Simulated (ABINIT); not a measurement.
An input for ABINIT 10.8.3 (Tellurium (P3_121, 3 atoms a cell)):

```
acell 3*1.0 Angstrom
rprim 
  4.454000000025 -0.000000000006 0.000000000000
  -2.227000000008 3.857277148481 0.000000000000
  0.000000000000 0.000000000000 5.924000000000
ntypat 1
znucl 52
natom 3
typat 1 1 1
xred 
  0.269000000000 0.000000000000 0.333333333333
  0.000000000000 0.269000000000 0.666666666667
  0.731000000000 0.731000000000 -0.000000000000
pp_dirpath "pseudos"
pseudos "Te.upf"
ecut 34
ngkpt 3 3 2
nshiftk 1
shiftk 0 0 0
kptopt 1
chksymbreak 0
istwfk *1
occopt 1
irdwfk 1
optdriver 3
nband 100
ecuteps 5.6
inclvkb 2
awtr 1
symchi 1
gwcomp 1
gwencomp 3
indata_prefix "in"
outdata_prefix "out"
tmpdata_prefix "tmp"
```

The database entry behind the starting cell differs from later determinations by our own check (inner coordinate of an old entry), so it need not match the best structure at ambient conditions.

```sh
OMP_NUM_THREADS=1 mpirun -n 4 abinit run.abi > log
```

**Question.** How long will it take on 4 MPI ranks of Arm Neoverse V1, shared host, and how much memory?

It took 67 s; on shared hardware allow 33 s to 2.2 min. Peak host memory was 0.98 GiB.

[Paths, hosts, dates, memory and timing lines, banners, echoed tables and standing remarks are left out of the program output.]

[Logs are printed without paths, hosts, clocks, repeated set-up lines and the standing remarks that a program may print on its own settings, such as how far it seeks lower states.]

[Runs of the session that timed out or met a known fault of the program may be left out.]

[No measured gap is set beside runs whose start may be inverted or whose files or cutoffs have a known fault.]

[Hosts, paths, dates, database ids (printed as entryN), source tags and the programs' standing remarks are cut or masked in the printed files.]

[G0W0 gaps are taken among the corrected bands and points alone; a level outside them can change the order at an edge.]

[Where Ansatz stands beside ABINIT at settings called matched, ABINIT's density can come from a denser mesh and the files from another edition; pairs whose starting gaps differed by over 0.03 eV were left out, so agreement reads better than it is.]
